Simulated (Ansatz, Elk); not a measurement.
**Bonding as seen by X-rays: CdPbCl6**

Structure refinements treat a crystal as free atoms side by side. For a made-up structure of CdPbCl6 (cell and positions from a PBEsol relaxation) the runs below show what the calculated density changes in F(hkl).

Main program and level: Elk 11.2.3 (patched build); DFT, PBE, all-electron APW+lo, Dirac cores, scalar-relativistic bands, static density, no spin.

The structure was built from a prototype and need not be the compound's stable phase.

## (1) The structure

The structure is trigonal, space group R-3 (No. 148). The conventional cell has a = 6.368 Å, b = 6.368 Å, c = 17.524 Å, α = 90.00°, β = 90.00°, γ = 120.00°. Nearest to Pb lie 6 Cl at 2.56 Å. Nearest to Cd lie 6 Cl at 2.62 Å. Nearest to Cl lie 1 Pb at 2.56 Å and 1 Cd at 2.62 Å. Farther neighbours and most contacts between anions are not listed.

## (2) Ground state and structure factors

An all-electron density is needed, since X-rays see the cores too. Task 0 finds the density and task 195 Fourier-transforms it; tshift is off so that phases refer to the origin typed.

Input file elk.in:

```
tasks
  0
  195

xctype
  20

spinpol
  .false.

rgkmax
  7.0

gmaxvr
  14.0

lmaxo
  7

lmaxapw
  8

swidth
  0.002

tshift
  .false.

ramdisk
  .false.

hmaxvr
  5.5

maxscl
  120

epspot
  1e-06

sppath
  './'

avec
  6.01658335247 3.47367601815 11.03863832524
  -6.01658335247 3.47367601815 11.03863832524
  -0.00000000000 -6.94735203630 11.03863832524

atoms
  3
  'Pb.in'
  1
  0.0000000000 0.0000000000 0.0000000000   0.000000 0.000000 0.000000
  'Cd.in'
  1
  0.5000000000 0.5000000000 0.5000000000   0.000000 0.000000 0.000000
  'Cl.in'
  6
  0.5817102746 0.2433798732 0.9249076188   0.000000 0.000000 0.000000
  0.2433798732 0.9249076188 0.5817102746   0.000000 0.000000 0.000000
  0.9249076188 0.5817102746 0.2433798732   0.000000 0.000000 0.000000
  0.0750923812 0.4182897254 0.7566201268   0.000000 0.000000 0.000000
  0.7566201268 0.0750923812 0.4182897254   0.000000 0.000000 0.000000
  0.4182897254 0.7566201268 0.0750923812   0.000000 0.000000 0.000000

ngridk
  4 4 4
```

On the command line:

```
> OMP_NUM_THREADS=4 elk
```

The log of the run:

```text
┌─────────────────────────┐
│ Elk code version 11.2.3 │
└─────────────────────────┘

All units are atomic (Hartree, Bohr, etc.)

┌─────────────────────────────────────────────────┐
│ Ground-state run starting from atomic densities │
└─────────────────────────────────────────────────┘

Lattice vectors :
   6.016583352       3.473676018       11.03863833
  -6.016583352       3.473676018       11.03863833
  -0.000000000      -6.947352036       11.03863833

Reciprocal lattice vectors :
  0.5221555939      0.3014666727      0.1897331030
 -0.5221555939      0.3014666727      0.1897331030
 -0.1241650408E-16 -0.6029333454      0.1897331030

Unit cell volume      :    1384.222813
Brillouin zone volume :   0.1791981833

Muffin-tin inner radius fraction :   0.1000000000E-01

Nuclei treated as point charges

Species : 1 (Pb)
 parameters loaded from : Pb.in
 name : lead
 nuclear charge    :   -82.00000000
 electronic charge :    82.00000000
 atomic mass :    377702.4943
 muffin-tin radius :    2.685055075
 number of radial points in muffin-tin :   1393
 inner part over the whole radius :   0.9994405871E-02
 number on inner part of muffin-tin    :   1000
 approximate nuclear radius :   0.1047603524E-03
 number of mesh points to nuclear radius :    527
 atomic positions (lattice), magnetic fields (Cartesian) :
  1 :   0.00000000  0.00000000  0.00000000    0.00000000  0.00000000  0.00000000

Species : 2 (Cd)
 parameters loaded from : Cd.in
 name : cadmium
 nuclear charge    :   -48.00000000
 electronic charge :    48.00000000
 atomic mass :    204912.7176
 muffin-tin radius :    2.600000000
 number of radial points in muffin-tin :   1193
 inner part over the whole radius :   0.9972693929E-02
 number on inner part of muffin-tin    :    850
 approximate nuclear radius :   0.8708852602E-04
 number of mesh points to nuclear radius :    426
 atomic positions (lattice), magnetic fields (Cartesian) :
  1 :   0.50000000  0.50000000  0.50000000    0.00000000  0.00000000  0.00000000

Species : 3 (Cl)
 parameters loaded from : Cl.in
 name : chlorine
 nuclear charge    :   -17.00000000
 electronic charge :    17.00000000
 atomic mass :    64626.86550
 muffin-tin radius :    2.109686130
 number of radial points in muffin-tin :    793
 inner part over the whole radius :   0.9925254952E-02
 number on inner part of muffin-tin    :    554
 approximate nuclear radius :   0.6305718926E-04
 number of mesh points to nuclear radius :    253
 atomic positions (lattice), magnetic fields (Cartesian) :
  1 :  -0.41828973  0.24337987 -0.07509238    0.00000000  0.00000000  0.00000000
  2 :   0.24337987 -0.07509238 -0.41828973    0.00000000  0.00000000  0.00000000
  3 :  -0.07509238 -0.41828973  0.24337987    0.00000000  0.00000000  0.00000000
  4 :   0.07509238  0.41828973 -0.24337987    0.00000000  0.00000000  0.00000000
  5 :  -0.24337987  0.07509238  0.41828973    0.00000000  0.00000000  0.00000000
  6 :   0.41828973 -0.24337987  0.07509238    0.00000000  0.00000000  0.00000000

Total number of atoms per unit cell :    8
Total muffin-tin volume :    390.6985039
 ratio of muffin-tin to unit cell volume :   0.2822511665

Spin treatment :
 spin-unpolarised

Number of Bravais lattice symmetries :   12
Number of crystal symmetries         :    6
Crystal has inversion symmetry
Real symmetric eigensolver will be used

k-point grid :      4     4     4
k-point offset :    0.000000000       0.000000000       0.000000000
k-point set is reduced with full crystal symmetry group
Total number of k-points :       14

Muffin-tin radius times maximum |G+k| :    7.000000000
 using average radius
Maximum |G+k| for APW functions       :    3.120964367
Maximum (1/2)|G+k|²                   :    4.870209290
Maximum |G| for potential and density :    14.00000000
Constant for pseudocharge density :    9
 order of it for each species :   16  16  16
 order of it for pair densities of each species (exact exchange by exxq0 0: 17) :   14  13   8
Radial integration step length :    1

[...]
total energy                :     -29296.676272681

Density of states at Fermi energy :   0.3478997468E-04
 (states/Hartree/unit cell)

Estimated indirect band gap :   0.6182068344E-01
 from k-point 8 to k-point 1
Estimated direct band gap   :   0.6266255244E-01
 at k-point 1

Charges :
 core                        :    158.0000000
 valence                     :    74.00000000
 interstitial                :    13.14258318
 muffin-tins (core leakage)
  species : 1 (Pb)
[...]
species : 2 (Cd)
[...]
species : 3 (Cl)
[...]
total in muffin-tins        :    218.8574168
 total calculated charge     :    231.9975269
 total charge                :    232.0000000
 error                       :   0.2473062358E-02

RMS change in Kohn-Sham potential (target) :   0.3195198074     (  0.1000000000E-05)
Absolute change in total energy (target)   :    1.230050113     (  0.1000000000E-03)

[... loops 3 to 14 left out ...]

┌──────────────────┐
│ Loop number : 15 │
└──────────────────┘

Energies :
 Fermi                       :     0.42610408296715E-01
 sum of occupied eigenvalues :     -17887.780753653
 electron kinetic            :      33020.525302937
 core electron kinetic       :      32590.422941671
 Coulomb                     :     -61600.130504839
 Coulomb potential           :     -49976.697635142
 nuclear-nuclear             :     -2073.3194664092
 electron-nuclear            :     -69108.949901884
 Hartree                     :      9582.1388634535
 Madelung                    :     -36611.781687268
 xc potential                :     -931.60842144829
 exchange                    :     -702.63387398719
 correlation                 :     -11.644900000681
 electron entropic           :    -0.62719676010108E-06
 total energy                :     -29293.883976518

Density of states at Fermi energy :   0.1407004088E-01
 (states/Hartree/unit cell)

Estimated indirect band gap :   0.3797674700E-01
 from k-point 8 to k-point 1
Estimated direct band gap   :   0.3813887588E-01
 at k-point 1

Charges :
 core                        :    158.0000000
 valence                     :    74.00000000
 interstitial                :    13.15618292
 muffin-tins (core leakage)
  species : 1 (Pb)
[...]
species : 2 (Cd)
[...]
species : 3 (Cl)
[...]
total in muffin-tins        :    218.8438171
 total calculated charge     :    231.9976704
 total charge                :    232.0000000
 error                       :   0.2329580210E-02

RMS change in Kohn-Sham potential (target) :   0.6003934241E-07 (  0.1000000000E-05)
Absolute change in total energy (target)   :   0.4405778600E-04 (  0.1000000000E-03)

Convergence targets achieved

┌──────────────────┐
│ Loop number : 16 │
└──────────────────┘

Energies :
 Fermi                       :     0.42610420202507E-01
 sum of occupied eigenvalues :     -17887.780747571
 electron kinetic            :      33020.525306849
 core electron kinetic       :      32590.422943143
 Coulomb                     :     -61600.130503083
 Coulomb potential           :     -49976.697635205
 nuclear-nuclear             :     -2073.3194664092
 electron-nuclear            :     -69108.949897949
 Hartree                     :      9582.1388612748
 Madelung                    :     -36611.781685480
 xc potential                :     -931.60841921451
 exchange                    :     -702.63387392783
 correlation                 :     -11.644900003003
 electron entropic           :    -0.62719636768790E-06
 total energy                :     -29293.883970793

Density of states at Fermi energy :   0.1407003149E-01
 (states/Hartree/unit cell)

Estimated indirect band gap :   0.3797674938E-01
 from k-point 8 to k-point 1
Estimated direct band gap   :   0.3813887855E-01
 at k-point 1

Charges :
 core                        :    158.0000000
 valence                     :    74.00000000
 interstitial                :    13.15618307
 muffin-tins (core leakage)
  species : 1 (Pb)
[...]
species : 2 (Cd)
[...]
species : 3 (Cl)
[...]
atom 4                    :    15.38025877     (  0.2988192194E-04)
   atom 5                    :    15.38025877     (  0.2988192194E-04)
   atom 6                    :    15.38025877     (  0.2988192194E-04)
 total in muffin-tins        :    218.8438169
 total calculated charge     :    231.9976704
 total charge                :    232.0000000
 error                       :   0.2329580103E-02

┌──────────────────────────────┐
│ Self-consistent loop stopped │
└──────────────────────────────┘

Warning : core states of species 1 leak from the muffin-tin :   0.2035071555E-02

Warning : core states of species 2 leak from the muffin-tin :   0.2431261223E-03

Wrote STATE.OUT
```

Run time: 58 s. Hardware: 4 threads of Intel Xeon at 2.60GHz (Ice Lake), shared host; peak memory 0.38 GiB; 2.1 min of CPU time.

SFACRHO.OUT:

```text

h k l indices transformed by vhmat matrix:
   1.000000000       0.000000000       0.000000000    
   0.000000000       1.000000000       0.000000000    
   0.000000000       0.000000000       1.000000000    

      h      k      l  multipl.   |H|            Re(F)            Im(F)           |F|

      0      0      0      1   0.0000000       232.00000      0.43204435E-15   232.00000    
     -1     -1     -1      2  0.56919931       33.026735     -0.16808707E-13   33.026735    
      0      1      0      6  0.63208170       34.698209      0.15608085E-13   34.698209    
      0     -1     -1      6  0.71240664       119.34905      0.96049752E-14   119.34905    
     -2     -1     -1      6  0.96928171       117.14085      0.16808707E-13   117.14085    
      1      0     -1      6   1.0443112       73.975400     -0.12006219E-14   73.975400    
      1      2      2      6   1.1240529       29.603747      0.33617413E-13   29.603747    
      2      2      2      2   1.1383986       34.389110     -0.64846480E-13   34.389110    
      0     -1     -2      6   1.1893585       97.193288     -0.22811816E-13   97.193288    
      0      2      1      6   1.1893585      -35.078621      0.36018657E-14   35.078621    
      1      1     -1      6   1.2207019       27.602450      0.48024876E-14   27.602450    
     -2      0      0      6   1.2641634       112.35332      0.96049752E-14   112.35332    
      2      2      0      6   1.4248133       104.24223     -0.22811816E-13   104.24223    
      2      2      3      6   1.4585824       28.842990      0.29415237E-13   28.842990    
     -1     -3     -1      6   1.5343014       33.013998     -0.36018657E-14   33.013998    
     -2     -3     -1      6   1.5448422       137.27702      0.13206841E-13   137.27702    
      3      2      1      6   1.5448422       137.11741     -0.18009329E-13   137.11741    
      2      0     -1      6   1.6064554       32.137493     -0.60031095E-14   32.137493
```

Elk indexes on the primitive cell of elk.in and gives |H| = 4π sin θ/λ in inverse bohr. Below, one row stands for each form hkl of the conventional cell (m members, Friedel mates merged), F is for one primitive cell and the density is static (no thermal factor). Free-atom factors are Waasmaier and Kirfel's, and R is Σm||F|−|F'||/Σm|F|.

```csv
hkl,m,sin θ/λ (Å⁻¹),"abs F, DFT",neutral atoms,diff.,ions,diff.
003,2,0.086,33.027,33.094,-0.067,31.753,+1.274
101,6,0.095,34.698,34.796,-0.097,33.638,+1.060
012,6,0.107,119.349,119.870,-0.521,117.241,+2.108
104,6,0.146,117.141,117.635,-0.494,116.471,+0.670
110,6,0.157,73.975,74.573,-0.598,73.364,+0.611
015,6,0.169,29.604,29.703,-0.099,29.371,+0.232
006,2,0.171,34.389,35.185,-0.796,34.275,+0.114
113,6,0.179,97.193,96.642,+0.552,96.620,+0.574
2 -1 3,6,0.179,35.079,34.498,+0.581,34.943,+0.135
021,6,0.184,27.602,27.741,-0.138,27.539,+0.063
202,6,0.190,112.353,112.517,-0.164,112.340,+0.013
024,6,0.214,104.242,103.961,+0.281,104.089,+0.153
107,6,0.219,28.843,28.780,+0.063,28.822,+0.021
205,6,0.231,33.014,32.805,+0.209,32.883,+0.131
116,6,0.232,137.277,137.115,+0.162,137.257,+0.020
2 -1 6,6,0.232,137.117,137.118,-0.001,137.260,-0.143
3 -1 1,6,0.242,32.138,32.189,-0.052,32.305,-0.168
211,6,0.242,26.418,26.177,+0.242,26.317,+0.101
```

The ions are Cd2+, Pb4+ and Cl−, by formal charge.

## (3) The highest occupied states alone

An energy window below the Fermi level keeps the highest occupied states, to see at which angles they scatter; shallow core shells can lie inside it and anion s states outside. No new self-consistency is needed.

elk.in: that of step 2 with these lines changed.

```diff
@@ -1,3 +1,2 @@
 tasks
-  0
   195
@@ -40,2 +39,5 @@
 
+wsfac
+  -0.324880 0.342610
+
 sppath
```

On the command line:

```
> OMP_NUM_THREADS=4 elk
```

The log of the run:

```text
┌─────────────────────────────────┐
│ Elk code version 11.2.3 started │
└─────────────────────────────────┘

Info(readinput): the functional depends on the density's gradient
 muffin-tin radial points multiplied by    2.00000
 (not where nrmtscf is given)

┌────────────────────┐
│ Current task : 195 │
└────────────────────┘
Info(checkmt): changed muffin-tin radius of species 1 (Pb) from   2.8000 to   2.6851
Info(checkmt): changed muffin-tin radius of species 3 (Cl) from   2.2000 to   2.1097

Info(sfacrho): density structure factors written to SFACRHO.OUT

 Energy window :  -0.3248800000      0.3426100000

┌──────────────────┐
│ Elk code stopped │
└──────────────────┘
```

It took 24 s on 4 threads; peak memory 0.27 GiB; 28 s of CPU time.

States within 10 eV below the Fermi level hold 46.00 electrons; any levels below the window count with the cores. Their amplitudes can exceed the total, where window and core parts have opposite phase:

```csv
hkl,sin θ/λ (Å⁻¹),"abs F, window","abs F, all"
003,0.086,7.855,33.027
101,0.095,7.267,34.698
012,0.107,9.818,119.349
104,0.146,8.608,117.141
110,0.157,0.036,73.975
015,0.169,6.560,29.604
006,0.171,6.696,34.389
113,0.179,5.218,97.193
2 -1 3,0.179,17.177,35.079
021,0.184,6.466,27.602
```

## (4) Another functional

The difference from free atoms is small, so it is set against the change that LDA (Perdew-Wang) makes.

elk.in: that of step 3 with these lines changed.

```diff
@@ -1,2 +1,3 @@
 tasks
+  0
   195
@@ -4,3 +5,3 @@
 xctype
-  20
+  3
 
@@ -39,5 +40,2 @@
 
-wsfac
-  -0.324880 0.342610
-
 sppath
```

On the command line:

```
> OMP_NUM_THREADS=4 elk
```

The log of the run:

```text
┌─────────────────────────┐
│ Elk code version 11.2.3 │
└─────────────────────────┘

All units are atomic (Hartree, Bohr, etc.)

┌─────────────────────────────────────────────────┐
│ Ground-state run starting from atomic densities │
└─────────────────────────────────────────────────┘

Lattice vectors :
   6.016583352       3.473676018       11.03863833
  -6.016583352       3.473676018       11.03863833
  -0.000000000      -6.947352036       11.03863833

Reciprocal lattice vectors :
  0.5221555939      0.3014666727      0.1897331030
[...]
species : 3 (Cl)
[...]
atom 5                    :    15.34095896     (  0.2263959316E-04)
   atom 6                    :    15.34095896     (  0.2263959316E-04)
 total in muffin-tins        :    218.6708975
 total calculated charge     :    231.9976871
 total charge                :    232.0000000
 error                       :   0.2312887730E-02

┌──────────────────────────────┐
│ Self-consistent loop stopped │
└──────────────────────────────┘

Warning : core states of species 1 leak from the muffin-tin :   0.2055123727E-02

Warning : core states of species 2 leak from the muffin-tin :   0.2434601512E-03

Wrote STATE.OUT
[key lines of the parts left out:]
total energy                :     -29269.809737444
```

Elapsed: 40 s, on 4 threads; peak memory 0.33 GiB; 95 s of CPU time.

Against the first run R = 0.03 %; the largest change is -0.138 at 2 -1 3.

## (5) A coarser k-mesh

About half the k-points along each axis test the sampling.

elk.in: that of step 4 with these lines changed.

```diff
@@ -5,3 +5,3 @@
 xctype
-  3
+  20
 
@@ -66,2 +66,2 @@
 ngridk
-  4 4 4
+  2 2 2
```

On the command line:

```
> OMP_NUM_THREADS=4 elk
```

The log of the run:

```text
┌─────────────────────────┐
│ Elk code version 11.2.3 │
└─────────────────────────┘

All units are atomic (Hartree, Bohr, etc.)

┌─────────────────────────────────────────────────┐
│ Ground-state run starting from atomic densities │
└─────────────────────────────────────────────────┘

Lattice vectors :
   6.016583352       3.473676018       11.03863833
  -6.016583352       3.473676018       11.03863833
  -0.000000000      -6.947352036       11.03863833

Reciprocal lattice vectors :
  0.5221555939      0.3014666727      0.1897331030
[...]
species : 3 (Cl)
[...]
atom 5                    :    15.38112980     (  0.2988507604E-04)
   atom 6                    :    15.38112980     (  0.2988507604E-04)
 total in muffin-tins        :    218.8465469
 total calculated charge     :    231.9976649
 total charge                :    232.0000000
 error                       :   0.2335140389E-02

┌──────────────────────────────┐
│ Self-consistent loop stopped │
└──────────────────────────────┘

Warning : core states of species 1 leak from the muffin-tin :   0.2034521324E-02

Warning : core states of species 2 leak from the muffin-tin :   0.2431817096E-03

Wrote STATE.OUT
[key lines of the parts left out:]
total energy                :     -29293.881723039
```

It took 43 s on 4 threads; peak memory 0.37 GiB; 70 s of CPU time.

Against the first run R = 0.00 %; the largest change is +0.008 at 3 -1 1.

## (6) Settings against the effect

| run | R against the first run (%) | R against neutral atoms, low angle (%) | wall time |
| --- | --- | --- | --- |
| PBE, rgkmax 7 | 0.00 | 0.24 | 58 s |
| LDA (Perdew-Wang) | 0.03 | 0.22 | 40 s |
| k-mesh 2×2×2 | 0.00 | 0.24 | 43 s |

## (7) Results

* R against neutral atoms, sin θ/λ < 0.3 Å⁻¹: 0.24 %
* R against neutral atoms, 0.3 to 0.50 Å⁻¹: 0.17 %
* R against ions, below 0.3 Å⁻¹: 0.48 %

Independent neutral atoms miss the calculated amplitudes by R = 0.24 % below 0.3 Å⁻¹ and 0.17 % from there to 0.50 Å⁻¹; by shells, 0.40 % below 0.15 Å⁻¹ (4 forms), 0.21 % 0.15 to 0.3 (28 forms), 0.18 % 0.3 to 0.45 (76 forms), 0.14 % above 0.45 (41 forms). Bonding, aspherical density and the tables' own atoms all enter these figures, and the runs don't part them. The largest change of an amplitude is -0.80 electrons, at 006. Formal ions give R = 0.48 % at low angle, further off than neutral atoms. The window's part falls from 46.0 electrons at the origin to at most 1.09 between 0.45 and 0.50 Å⁻¹, where compact states inside the window still scatter. Below 0.3 Å⁻¹ the changes that finished (LDA (Perdew-Wang) and k-mesh 2×2×2) move F by R = 0.05 % at most, against the 0.24 % that separates it from free atoms. The basis has no finished test. Spin-orbit coupling is left out, which can matter for elements this heavy. Part of the difference isn't bonding: the tables are fits to free atoms and ions calculated by other methods than this functional. Thermal motion, anomalous dispersion and extinction are left out.

[Logs are printed without paths, hosts, clocks, repeated set-up lines and the standing remarks that a program may print on its own settings, such as how far it seeks lower states.]

[Hosts, paths, dates, database ids (printed as entryN), source tags and the programs' standing remarks are cut or masked in the printed files.]
